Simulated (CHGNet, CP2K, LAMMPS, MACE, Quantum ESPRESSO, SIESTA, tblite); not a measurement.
# Bulk modulus two ways: glassy 85GeO2-15Li2O (mol %) (78 atoms), QE, PBE

The cell holds 78 atoms (22 Ge, 8 Li and 48 O). Recipe: 78 atoms (22 Ge, 8 Li, 48 O) placed at random at 3.6 g/cm³, melted at 4000 K for 10 ps at fixed volume with the Morse and Coulomb pair potential with partial charges (Pedone, Malavasi, Menziani, Cormack and Segre, J. Phys. Chem. B 110, 11780 (2006)). Quenched from 4000 K to 300 K at 10 K/ps and fixed volume, held 10 ps at zero pressure. Then the atoms were relaxed with MACE MP-0b3 medium in the fixed cell.

Calculated with Quantum ESPRESSO 7.5: PBE; plane waves, SSSP efficiency, 60/480 Ry; k-points Γ. The cell is scaled evenly by ±3 % in volume, and MACE MP-0b3 medium relaxes the atoms at each volume before the single point.

```
volume (Å³/atom)  energy less the middle row's (meV/atom)  pressure (GPa)
          14.242                                   -2.179          -0.135
          14.682                                    0.000          -1.471
          15.123                                    5.714          -2.842
```

**Question.** Find the bulk modulus at the middle volume from the pressures and from the energies, and check the printed pressure against the slope of the energy (1 meV/Å³ = 0.16022 GPa).

**Working.**

The step is h = 0.4405 Å³. From pressures: B = −V dP/dV = 14.682 × (-0.135 − (-2.842)) / (2 × 0.4405) = 45.1 GPa.

From energies: B = V d²E/dV² = 14.682 × (-2.179 + (5.714)) / 0.4405² = 267.5 meV/Å³ = 42.9 GPa.

Slope: P = −dE/dV = −(5.714 − (-2.179)) / (2 × 0.4405) = -8.96 meV/Å³ = -1.44 GPa, against -1.47 GPa printed.

The two moduli agree within 5 %.

A central difference over ±3 % overstates P by about B(1 + B′)(0.03)²/6, some 0.03 GPa for B′ = 4. The atoms follow MACE MP-0b3 medium, so this level's forces do work along the path, which enters the energies but not the printed pressures.

Limits: three points, a static cell at zero temperature, the cell shape held; the modulus is that at -1.5 GPa, not at zero pressure.

[Logs are printed without paths, hosts, clocks, repeated set-up lines and the standing remarks that a program may print on its own settings, such as how far it seeks lower states.]

[Hosts, paths, dates, database ids (printed as entryN), source tags and the programs' standing remarks are cut or masked in the printed files.]
